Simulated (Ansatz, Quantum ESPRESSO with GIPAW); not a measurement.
## Al2O3 (Corundum): NMR parameters from first principles

The task is to compute the NMR parameters of Al2O3 (Corundum) site by site.

Solid-state NMR of this phase has given these values. 27Al quadrupolar coupling 2.38 MHz and 27Al asymmetry η_Q 0, in “\it Ab initio 27Al NMR chemical shifts and quadrupolar parameters for Al2O3 phases and their precursors” (2011; arXiv:1110.0231), quoting earlier work. 27Al quadrupolar coupling 2.4 MHz, in “NMR spectroscopy of electroceramics – Applications to lead-free perovskite oxides” (Groszewicz, Open Ceramics 5, 100083, 2021), quoting earlier work. 17O quadrupolar coupling 2.17 MHz, in “Synthesis and multinuclear magnetic resonance studies of some nitrogen-containing ceramic phases” (Leach, Durham University PhD thesis, 1990), quoting earlier work. Signs of C_Q are not measured.

Main program and level: Quantum ESPRESSO with GIPAW 8.0dev (patched build); DFT, PBE, plane-wave PAW (pslibrary 1.0.0 recipes), scalar-relativistic, GIPAW; a patched development version of the program.

## Step 1: The starting structure

Symmetry: R-3c, No. 167, trigonal system. The conventional cell has a = 4.760 Å, b = 4.760 Å, c = 12.996 Å, α = 90.00°, β = 90.00°, γ = 120.00°. Nearest to Al lie 6 O at 1.85 to 1.97 Å. Nearest to O lie 4 Al at 1.85 to 1.97 Å. Farther neighbours and most contacts between anions are not listed.

The cell is an entry of the Crystallography Open Database.

## Step 2: The SCF step

First the ground state. The response equations take the occupied wavefunctions as exact, so conv_thr is set much tighter than for an energy. No empty states are asked for: the response is solved without them. The mesh has a spacing of 0.40 Å⁻¹ at most. The PAW files were made with ld1.x from the pslibrary 1.0.0 recipes, with GIPAW reconstruction switched on.

scf.in reads:

```
&control
  calculation = 'scf'
  prefix = 'x'
  outdir = './tmp/'
  pseudo_dir = './'
/
&system
  ibrav = 0
  nat = 10
  ntyp = 2
  ecutwfc = 55
  ecutrho = 330
  nbnd = 24
/
&electrons
  conv_thr = 1.0d-10
  mixing_beta = 0.7
  electron_maxstep = 100
/
ATOMIC_SPECIES
  Al 26.982 Al.pbe-n-kjpaw_psl.1.0.0-gipaw.UPF
  O 15.999 O.pbe-n-kjpaw_psl.1.0.0-gipaw.UPF
CELL_PARAMETERS angstrom
  2.38025000 1.37423798 4.33186667
  -2.38025000 1.37423798 4.33186667
  0.00000000 -2.74847596 4.33186667
ATOMIC_POSITIONS crystal
  Al 0.85216000 0.85216000 0.85216000
  Al 0.64784000 0.64784000 0.64784000
  Al 0.14784000 0.14784000 0.14784000
  Al 0.35216000 0.35216000 0.35216000
  O 0.05668000 0.75000000 0.44332000
  O 0.75000000 0.44332000 0.05668000
  O 0.44332000 0.05668000 0.75000000
  O 0.94332000 0.25000000 0.55668000
  O 0.25000000 0.55668000 0.94332000
  O 0.55668000 0.94332000 0.25000000
K_POINTS automatic
  4 4 4 0 0 0
```

Command:

```bash
$ mpirun -np 4 pw.x -nk 4 -in scf.in > scf.out
```

Output:

```text
using ibrav=0 with symmetry is DISCOURAGED, use correct ibrav instead

     bravais-lattice index     =            0
     lattice parameter (alat)  =       9.6947  a.u.
     unit-cell volume          =     573.7299 (a.u.)^3
     number of atoms/cell      =           10
     number of atomic types    =            2
     number of electrons       =        48.00
     number of Kohn-Sham states=           24
     kinetic-energy cutoff     =      55.0000  Ry
     charge density cutoff     =     330.0000  Ry
     scf convergence threshold =      1.0E-10
     mixing beta               =       0.7000
     number of iterations used =            8  plain     mixing
     Exchange-correlation= SLA-PW-PBX-PBC
                           (   1   4   3   4   0   0   0)
[...]
Al                3.00    26.98200     Al( 1.00)
     O                 6.00    15.99900     O ( 1.00)

     12 Sym. Ops., with inversion, found ( 6 have fractional translation)
[...]
number of k points=    13
[...]
Dense  grid:    57929 G-vectors     FFT dimensions: (  60,  60,  60)

     Smooth grid:    31635 G-vectors     FFT dimensions: (  48,  48,  48)

     Check: negative core charge=   -0.000001

     Initial potential from superposition of free atoms

     starting charge      47.9908, renormalised to      48.0000
     Starting wfcs are   40 randomized atomic wfcs

     Self-consistent Calculation

     iteration #  1     ecut=    55.00 Ry     beta= 0.70
     Davidson diagonalization with overlap
     ethr =  1.00E-02,  avg # of iterations =  1.1

     total energy              =    -407.72051573 Ry
     estimated scf accuracy    <       2.51411421 Ry

     iteration #  2     ecut=    55.00 Ry     beta= 0.70
     Davidson diagonalization with overlap
     ethr =  5.24E-03,  avg # of iterations =  4.3

     total energy              =    -409.22844603 Ry
     estimated scf accuracy    <       0.41672548 Ry

     iteration #  3     ecut=    55.00 Ry     beta= 0.70
     Davidson diagonalization with overlap
     ethr =  8.68E-04,  avg # of iterations =  4.7

     total energy              =    -409.17418414 Ry
     estimated scf accuracy    <       0.30699896 Ry

[...]
total energy              =    -409.32499877 Ry
[...]
iteration # 35     ecut=    55.00 Ry     beta= 0.70
     Davidson diagonalization with overlap
     ethr =  3.05E-13,  avg # of iterations =  1.5

     total energy              =    -409.32499877 Ry
     estimated scf accuracy    <          1.7E-10 Ry

     iteration # 36     ecut=    55.00 Ry     beta= 0.70
     Davidson diagonalization with overlap
     ethr =  3.05E-13,  avg # of iterations =  6.0

     End of self-consistent calculation
     [one-electron energies left out]

!    total energy              =    -409.32499877 Ry
     total all-electron energy =     -2846.977429 Ry
     estimated scf accuracy    <          2.9E-11 Ry

     The total energy is the sum of the following terms:
     one-electron contribution =     -34.36297999 Ry
     hartree contribution      =      54.14260569 Ry
     xc contribution           =     -56.74236764 Ry
     ewald contribution        =    -176.22994619 Ry
     one-center paw contrib.   =    -196.13231064 Ry

     convergence has been achieved in  36 iterations
[...]
JOB DONE.
```

It took 73 s on 4 MPI ranks of Intel Xeon at 2.60GHz (Ice Lake), shared host; peak memory 0.62 GiB.

It converged in 36 cycles to an estimated accuracy of 3e-11 Ry, on 13 irreducible k-points.

## Step 3: GIPAW: job nmr

The job finds the current that a weak uniform field induces (applied as a long wave, q_gipaw) and the field that this current makes at each nucleus. On atoms with p or d valence electrons much of the paramagnetic part arises close to the nucleus, where the PAW partial waves rebuild the true states. pawproj makes the reconstruction use the PAW data sets' own projectors.

nmr.in reads:

```
&inputgipaw
  job = 'nmr'
  prefix = 'x'
  tmp_dir = './tmp/'
  restart_mode = 'from_scratch'
  verbosity = 'low'
  q_gipaw = 0.01
  spline_ps = .true.
  conv_threshold = 1.0d-11
  use_nmr_macroscopic_shape = .false.
  pawproj(1) = .true.
  pawproj(2) = .true.
/
```

Command:

```bash
$ mpirun -np 4 gipaw.x -in nmr.in > nmr.out
```

Output:

```text
[banner, memory and clock lines left out]
[a note of our patched build left out]

     Parallelizing q-star over 1 images

     IMPORTANT: XC functional enforced from input :
     Exchange-correlation= PBE
                           (   1   4   3   4   0   0   0)
     Any further DFT definition will be discarded
     Please, verify this is what you really want

     Check: negative core charge=   -0.000001
[...]
WARNING: some symmetry operations do not permute x, y and z, so the susceptibility and the shape term are
     wrong: all shieldings move alike (in wurtzite BN nosym gave 13 and 6 ppm more at 3 and 6 points an axis).
     Run pw.x with nosym, and raise the mesh until the susceptibility stays

     alpha_pv=     38.5074 eV

     spline_ps is .false., expect some extrapolation errors

     q-space interpolation up to    66.00 Rydberg

     GIPAW job: nmr
     NMR macroscopic correction: no
[...]
Computing the magnetic susceptibility     isolve=0    ethr=  0.1000E-10
     Starting from scratch
     k-point #    1 of    13      pool #  1    cpu time:       1.9
[...]
End of magnetic susceptibility calculation

     f-sum rule (1st term):
           -45.0841          0.0000          0.0000
             0.0000        -45.0841         -0.0000
             0.0000         -0.0000        -45.0768

     f-sum rule (2nd term):
            -0.9936          0.0000          0.0000
            -0.0000         -0.9936          0.0000
             0.0000          0.0000         -0.9991

     f-sum rule (should be   -46.0706):
           -46.0777          0.0000          0.0000
            -0.0000        -46.0777         -0.0000
             0.0000         -0.0000        -46.0758

[... susceptibilities left out ...]
     Contributions to the NMR chemical shifts: -------------------------------

     Macroscopic shape contribution in ppm:                    0.00
             0.0000          0.0000          0.0000
             0.0000          0.0000          0.0000
             0.0000          0.0000          0.0000

     Core contribution in ppm:

     Atom  1  Al  pos: (  0.000000  0.000000  2.158645)  core sigma:         766.76
     Atom  2  Al  pos: (  0.000000  0.000000  1.641073)  core sigma:         766.76
     Atom  3  Al  pos: (  0.000000  0.000000  0.374500)  core sigma:         766.76
     Atom  4  Al  pos: (  0.000000  0.000000  0.892072)  core sigma:         766.76
     Atom  5  O   pos: ( -0.321677 -0.021419  1.055477)  core sigma:         271.07
     Atom  6  O   pos: (  0.142289  0.289290  1.055477)  core sigma:         271.07
     Atom  7  O   pos: (  0.179388 -0.267871  1.055477)  core sigma:         271.07
     Atom  8  O   pos: (  0.321677  0.021419  1.477668)  core sigma:         271.07
     Atom  9  O   pos: ( -0.142289 -0.289290  1.477668)  core sigma:         271.07
     Atom 10  O   pos: ( -0.179388  0.267871  1.477668)  core sigma:         271.07

     Bare contribution in ppm:

     Atom  1  Al  pos: (  0.000000  0.000000  2.158645)  bare sigma:         -20.22
[...]
Atom  2  Al  pos: (  0.000000  0.000000  1.641073)  bare sigma:         -20.22
[...]
Atom  3  Al  pos: (  0.000000  0.000000  0.374500)  bare sigma:         -20.22
[...]
Atom  4  Al  pos: (  0.000000  0.000000  0.892072)  bare sigma:         -20.22
[...]
Atom  5  O   pos: ( -0.321677 -0.021419  1.055477)  bare sigma:          45.31
[...]
Atom  6  O   pos: (  0.142289  0.289290  1.055477)  bare sigma:          45.31
[...]
Atom  7  O   pos: (  0.179388 -0.267871  1.055477)  bare sigma:          45.31
[...]
Atom  8  O   pos: (  0.321677  0.021419  1.477668)  bare sigma:          45.31
[...]
Atom  9  O   pos: ( -0.142289 -0.289290  1.477668)  bare sigma:          45.31
[...]
Atom 10  O   pos: ( -0.179388  0.267871  1.477668)  bare sigma:          45.31
[...]
Diamagnetic contribution in ppm:

     Atom  1  Al  pos: (  0.000000  0.000000  2.158645)  dia sigma:           2.24
[...]
Atom  2  Al  pos: (  0.000000  0.000000  1.641073)  dia sigma:           2.24
[...]
Atom  3  Al  pos: (  0.000000  0.000000  0.374500)  dia sigma:           2.24
[...]
Atom  4  Al  pos: (  0.000000  0.000000  0.892072)  dia sigma:           2.24
[...]
Atom  5  O   pos: ( -0.321677 -0.021419  1.055477)  dia sigma:          18.06
[...]
Atom  6  O   pos: (  0.142289  0.289290  1.055477)  dia sigma:          18.06
[...]
Atom  7  O   pos: (  0.179388 -0.267871  1.055477)  dia sigma:          18.06
[...]
Atom  8  O   pos: (  0.321677  0.021419  1.477668)  dia sigma:          18.06
[...]
Atom  9  O   pos: ( -0.142289 -0.289290  1.477668)  dia sigma:          18.06
[...]
Atom 10  O   pos: ( -0.179388  0.267871  1.477668)  dia sigma:          18.06
[...]
Paramagnetic contribution in ppm:

     Atom  1  Al  pos: (  0.000000  0.000000  2.158645)  para sigma:        -214.37
[...]
Atom  2  Al  pos: (  0.000000  0.000000  1.641073)  para sigma:        -214.37
[...]
Atom  3  Al  pos: (  0.000000  0.000000  0.374500)  para sigma:        -214.37
[...]
Atom  4  Al  pos: (  0.000000  0.000000  0.892072)  para sigma:        -214.37
[...]
Atom  5  O   pos: ( -0.321677 -0.021419  1.055477)  para sigma:          37.53
[...]
Atom  6  O   pos: (  0.142289  0.289290  1.055477)  para sigma:          37.53
[...]
Atom  7  O   pos: (  0.179388 -0.267871  1.055477)  para sigma:          37.53
[...]
Atom  8  O   pos: (  0.321677  0.021419  1.477668)  para sigma:          37.53
[...]
Atom  9  O   pos: ( -0.142289 -0.289290  1.477668)  para sigma:          37.53
[...]
Atom 10  O   pos: ( -0.179388  0.267871  1.477668)  para sigma:          37.53
[...]
Paramagnetic US occ-occ contribution in ppm:

     Atom  1  Al  pos: (  0.000000  0.000000  2.158645)  para_oo sigma:          -0.86
[...]
Atom  2  Al  pos: (  0.000000  0.000000  1.641073)  para_oo sigma:          -0.86
[...]
Atom  3  Al  pos: (  0.000000  0.000000  0.374500)  para_oo sigma:          -0.86
[...]
Atom  4  Al  pos: (  0.000000  0.000000  0.892072)  para_oo sigma:          -0.86
[...]
Atom  5  O   pos: ( -0.321677 -0.021419  1.055477)  para_oo sigma:          -0.71
[...]
Atom  6  O   pos: (  0.142289  0.289290  1.055477)  para_oo sigma:          -0.71
[...]
Atom  7  O   pos: (  0.179388 -0.267871  1.055477)  para_oo sigma:          -0.71
[...]
Atom  8  O   pos: (  0.321677  0.021419  1.477668)  para_oo sigma:          -0.71
[...]
Atom  9  O   pos: ( -0.142289 -0.289290  1.477668)  para_oo sigma:          -0.71
[...]
Atom 10  O   pos: ( -0.179388  0.267871  1.477668)  para_oo sigma:          -0.71
[...]
Paramagnetic US L_R Q_R contribution in ppm:

     Atom  1  Al  pos: (  0.000000  0.000000  2.158645)  para_lq sigma:          -0.43
[...]
Atom  2  Al  pos: (  0.000000  0.000000  1.641073)  para_lq sigma:          -0.43
[...]
Atom  3  Al  pos: (  0.000000  0.000000  0.374500)  para_lq sigma:          -0.43
[...]
Atom  4  Al  pos: (  0.000000  0.000000  0.892072)  para_lq sigma:          -0.43
[...]
Atom  5  O   pos: ( -0.321677 -0.021419  1.055477)  para_lq sigma:        -202.95
[...]
Atom  6  O   pos: (  0.142289  0.289290  1.055477)  para_lq sigma:        -202.95
[...]
Atom  7  O   pos: (  0.179388 -0.267871  1.055477)  para_lq sigma:        -202.95
[...]
Atom  8  O   pos: (  0.321677  0.021419  1.477668)  para_lq sigma:        -202.95
[...]
Atom  9  O   pos: ( -0.142289 -0.289290  1.477668)  para_lq sigma:        -202.95
[...]
Atom 10  O   pos: ( -0.179388  0.267871  1.477668)  para_lq sigma:        -202.95
[...]
Total NMR chemical shifts in ppm: ---------------------------------------
     (adopting the Simpson convention for anisotropy and asymmetry)-----------

     Atom  1  Al  pos: (  0.000000  0.000000  2.158645)  Total sigma:         533.12
           537.1264          2.0650          0.0000
            -2.0650        537.1264         -0.0000
             0.0000         -0.0000        525.1022

     Al      1    anisotropy:    -12.02    eta:    0.0000
[...]
Atom  2  Al  pos: (  0.000000  0.000000  1.641073)  Total sigma:         533.12
[... its tensor is left out ...]
     Atom  3  Al  pos: (  0.000000  0.000000  0.374500)  Total sigma:         533.12
[... its tensor is left out ...]
     Atom  4  Al  pos: (  0.000000  0.000000  0.892072)  Total sigma:         533.12
[... its tensor is left out ...]
     Atom  5  O   pos: ( -0.321677 -0.021419  1.055477)  Total sigma:         168.31
           166.7876          2.7766         -2.3318
             2.7766        169.9937          1.3463
            -1.1658          0.6731        168.1433

     O       5    anisotropy:     -6.22    eta:    0.5858
[...]
Atom  6  O   pos: (  0.142289  0.289290  1.055477)  Total sigma:         168.31
[... its tensor is left out ...]
     Atom  7  O   pos: (  0.179388 -0.267871  1.055477)  Total sigma:         168.31
[... its tensor is left out ...]
     Atom  8  O   pos: (  0.321677  0.021419  1.477668)  Total sigma:         168.31
[... its tensor is left out ...]
     Atom  9  O   pos: ( -0.142289 -0.289290  1.477668)  Total sigma:         168.31
[... its tensor is left out ...]
     Atom 10  O   pos: ( -0.179388  0.267871  1.477668)  Total sigma:         168.31
[... its tensor is left out ...]
```

Wall time 3.3 min (4 MPI ranks); peak memory 0.38 GiB.

The f-sum rule is met to 0.0071 of 46.1 (0.02 %). Converged shieldings require that this miss be small, but a small miss does not prove them. gipaw.x warns that with these symmetry operations the susceptibility and the shape term are unreliable; the other terms are not touched.

From the symmetric part of each tensor, with principal values σ11 ≤ σ22 ≤ σ33: σ_iso is their mean, the span is σ33 − σ11 and the skew 3(σ_iso − σ22)/span. (gipaw.x prints an anisotropy in another convention.)

```tsv
site	atom no.	atoms in cell	σ_iso (ppm)	span (ppm)	skew
Al	1	4	533.1	12.0	-1.00
O	5	6	168.3	7.4	-0.35
```

The macroscopic shape term is switched off. For a spherical sample the valence susceptibility of this run would add about 10 ppm to every site, a rough estimate, since the susceptibility converges slowly and lacks part of the PAW terms, above all in hexagonal and trigonal cells. Differences within the crystal don't depend on it, but shieldings of different compounds can't be compared to better than a few ppm without it.

An axis of order three or more runs through Al, so two principal values coincide and the skew is ±1. In this run the largest span is that of Al (site symmetry 3), with principal values 525.1, 537.1 and 537.1 ppm.

How the isotropic values are made up (ppm). The core part is that of the free atom's core; bare is the current of the smooth valence states; the last two are what the PAW spheres add to the diamagnetic and the paramagnetic current:

```tsv
site	core	bare	reconstruction, dia	reconstruction, para
Al	766.8	-20.2	2.2	-215.7
O	271.1	45.3	18.1	-166.1
```

(Continued in part 2 of 2.)

[Banner, clock, file and message-heading lines were taken out of the pw.x and gipaw.x logs.]

[Logs are printed without paths, hosts, clocks, repeated set-up lines and the standing remarks that a program may print on its own settings, such as how far it seeks lower states.]

[Hosts, paths, dates, database ids (printed as entryN), source tags and the programs' standing remarks are cut or masked in the printed files.]

[Where no reference line passes its bar on scatter, no shift is given, so a measured shift of this compound may stand uncompared.]
